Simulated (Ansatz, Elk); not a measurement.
# Bonding as seen by X-rays: SrMnSiH, part 2 of 2

Structure refinements treat a crystal as free atoms side by side. For a made-up structure of SrMnSiH (cell and positions from a PBE relaxation) the runs below show what the calculated density changes in F(hkl).

Elk 11.2.3 (patched build); all-electron DFT.

So far: Set-up; Ground state and structure factors; The magnetisation density; The highest occupied states alone.

The structure was built from a prototype and need not be the compound's stable phase.

## (5) Another functional

Level of this step: DFT, LDA (Perdew-Wang), all-electron APW+lo, Dirac cores, scalar-relativistic bands, static density, ferromagnetic start (Elk).

The difference from free atoms is small, so it is set against the change that LDA (Perdew-Wang) makes.

elk.in

```
tasks
  0
  195
  196

xctype
  3

spinpol
  .true.

rgkmax
  7.0

gmaxvr
  14.0

lmaxo
  7

lmaxapw
  8

swidth
  0.002

tshift
  .false.

ramdisk
  .false.

hmaxvr
  5.5

maxscl
  120

epspot
  1e-06

reducebf
  0.8

sppath
  './'

avec
  7.98793237356 0.00000000000 0.00000000000
  -3.99396618678 6.91775235922 -0.00000000000
  0.00000000000 -0.00000000000 9.13255325770

atoms
  4
  'Sr.in'
  1
  -0.0000000000 -0.0000000000 0.9980648697   0.000000 0.000000 0.000000
  'Mn.in'
  1
  0.6666666667 0.3333333333 0.4744936421   0.000000 0.000000 -0.130000
  'Si.in'
  1
  0.3333333333 0.6666666667 0.5247538772   0.000000 0.000000 0.000000
  'H.in'
  1
  0.6666666667 0.3333333333 0.1232876110   0.000000 0.000000 0.000000

ngridk
  5 5 4
```

On the command line:

```sh
$ OMP_NUM_THREADS=4 elk
```

Numbers of over 12 decimals in the logs are rounded to 6 here.

Output:

```text
┌─────────────────────────┐
│ Elk code version 11.2.3 │
└─────────────────────────┘

All units are atomic (Hartree, Bohr, etc.)

┌─────────────────────────────────────────────────┐
│ Ground-state run starting from atomic densities │
└─────────────────────────────────────────────────┘

Lattice vectors :
   7.987932374       0.000000000       0.000000000
  -3.993966187       6.917752359      -0.000000000
   0.000000000      -0.000000000       9.132553258

Reciprocal lattice vectors :
  0.7865846897      0.4541348823       0.000000000
[...]
error                       :   0.1505036891E-02

Moments :
 interstitial                :   0.5423162060
 muffin-tins
  species : 1 (Sr)
[...]
species : 2 (Mn)
[...]
species : 3 (Si)
   atom 1                    :  -0.9629057351E-01
  species : 4 (H)
   atom 1                    :  -0.1480925965E-01
 total in muffin-tins        :    2.878767589
 total moment                :    3.421083795

┌──────────────────────────────┐
│ Self-consistent loop stopped │
└──────────────────────────────┘

Warning : core states of species 3 leak from the muffin-tin :   0.1361580062E-02

Wrote STATE.OUT
[key lines of the parts left out:]
total energy                :     -4622.3461754305
```

Wall time 59 s (4 threads of INTEL XEON PLATINUM 8581C at 2.10GHz (Emerald Rapids), shared host); peak memory 0.22 GiB.

Against the first run R = 0.06 %; the largest change is -0.044 at 102. The moment goes from 3.69 to 3.42 μB.

## (6) Basis size

A smaller basis shows how fast F responds to it; the change is likely larger than the basis error of the first run, but doesn't show convergence.

Edit elk.in of step 5 so:

```diff
@@ -6,3 +6,3 @@
 xctype
-  3
+  20
 
@@ -12,3 +12,3 @@
 rgkmax
-  7.0
+  5.5
```

On the command line:

```sh
$ OMP_NUM_THREADS=4 elk
```

Output:

```text
┌─────────────────────────┐
│ Elk code version 11.2.3 │
└─────────────────────────┘

All units are atomic (Hartree, Bohr, etc.)

┌─────────────────────────────────────────────────┐
│ Ground-state run starting from atomic densities │
└─────────────────────────────────────────────────┘

Lattice vectors :
   7.987932374       0.000000000       0.000000000
  -3.993966187       6.917752359      -0.000000000
   0.000000000      -0.000000000       9.132553258

Reciprocal lattice vectors :
  0.7865846897      0.4541348823       0.000000000
[...]
error                       :   0.1435759852E-02

Moments :
 interstitial                :   0.6547048298
 muffin-tins
  species : 1 (Sr)
[...]
species : 2 (Mn)
[...]
species : 3 (Si)
   atom 1                    :  -0.1244658240
  species : 4 (H)
   atom 1                    :  -0.2065256524E-01
 total in muffin-tins        :    3.055851647
 total moment                :    3.710556477

┌──────────────────────────────┐
│ Self-consistent loop stopped │
└──────────────────────────────┘

Warning : core states of species 3 leak from the muffin-tin :   0.1342084020E-02

Wrote STATE.OUT
[key lines of the parts left out:]
total energy                :     -4629.0545479086
```

Run time: 2.7 min. Hardware: 4 threads; peak memory 0.33 GiB.

Against the first run R = 0.03 %; the largest change is -0.040 at 002. The moment goes from 3.69 to 3.71 μB.

## (7) A coarser k-mesh

About half the k-points along each axis test the sampling.

Edit elk.in of step 6 so:

```diff
@@ -12,3 +12,3 @@
 rgkmax
-  5.5
+  7.0
 
@@ -68,2 +68,2 @@
 ngridk
-  5 5 4
+  2 2 2
```

On the command line:

```sh
$ OMP_NUM_THREADS=4 elk
```

Output:

```text
┌─────────────────────────┐
│ Elk code version 11.2.3 │
└─────────────────────────┘

All units are atomic (Hartree, Bohr, etc.)

┌─────────────────────────────────────────────────┐
│ Ground-state run starting from atomic densities │
└─────────────────────────────────────────────────┘

Lattice vectors :
   7.987932374       0.000000000       0.000000000
  -3.993966187       6.917752359      -0.000000000
   0.000000000      -0.000000000       9.132553258

Reciprocal lattice vectors :
  0.7865846897      0.4541348823       0.000000000
[...]
error                       :   0.1537446001E-02

Moments :
 interstitial                :  -0.6644835386E-01
 muffin-tins
  species : 1 (Sr)
[...]
species : 2 (Mn)
[...]
species : 3 (Si)
   atom 1                    :  -0.1893986045E-01
  species : 4 (H)
   atom 1                    :   0.7521252661E-02
 total in muffin-tins        :   0.1346073300
 total moment                :   0.6815897609E-01

┌──────────────────────────────┐
│ Self-consistent loop stopped │
└──────────────────────────────┘

Warning : core states of species 3 leak from the muffin-tin :   0.1331087408E-02

Wrote STATE.OUT
[key lines of the parts left out:]
total energy                :     -4629.1215368876
```

The job ended after 100 s (4 threads; peak memory 0.34 GiB).

The run stopped without converging, so none of its numbers is a property of the system.

## (8) Settings against the effect

```csv
run,R against the first run (%),"R against neutral atoms, low angle (%)",wall time
"PBE, rgkmax 7",0.00,0.64,3 min
LDA (Perdew-Wang),0.06,0.60,59 s
rgkmax 5.5,0.03,0.67,2.7 min
```

## (9) Outcome

| Property | Result |
| --- | --- |
| R against neutral atoms, sin θ/λ < 0.3 Å⁻¹ | 0.64 % |
| R against neutral atoms, 0.3 to 0.81 Å⁻¹ | 0.14 % |

Independent neutral atoms miss the calculated amplitudes by R = 0.64 % below 0.3 Å⁻¹ and 0.14 % from there to 0.81 Å⁻¹; by shells, 0.28 % below 0.15 Å⁻¹ (2 forms), 0.67 % 0.15 to 0.3 (10 forms), 0.18 % 0.3 to 0.45 (20 forms), 0.13 % above 0.45 (117 forms). Bonding, aspherical density and the tables' own atoms all enter these figures, and the runs don't part them. The largest change of an amplitude is +0.32 electrons, at 111. R counts amplitudes alone; phases shift too. The magnetic order is that of the start. No other order was tried here, and an antiferromagnetic one would change or move the magnetic intensity. The window's part falls from 14.0 electrons at the origin to at most 0.82 between 0.45 and 0.81 Å⁻¹, where compact states inside the window still scatter. Below 0.3 Å⁻¹ the changes that finished (LDA (Perdew-Wang) and rgkmax 5.5) move F by R = 0.07 % at most, against the 0.64 % that separates it from free atoms. The magnetic factors move by R = 7.0 % (LDA (Perdew-Wang)) and 1.6 % (rgkmax 5.5), so they aren't settled to better than that. The k-mesh has no finished test. Part of the difference isn't bonding: the tables are fits to free atoms and ions calculated by other methods than this functional. Thermal motion, anomalous dispersion and extinction are left out.

[Logs are printed without paths, hosts, clocks, repeated set-up lines and the standing remarks that a program may print on its own settings, such as how far it seeks lower states.]

[Hosts, paths, dates, database ids (printed as entryN), source tags and the programs' standing remarks are cut or masked in the printed files.]
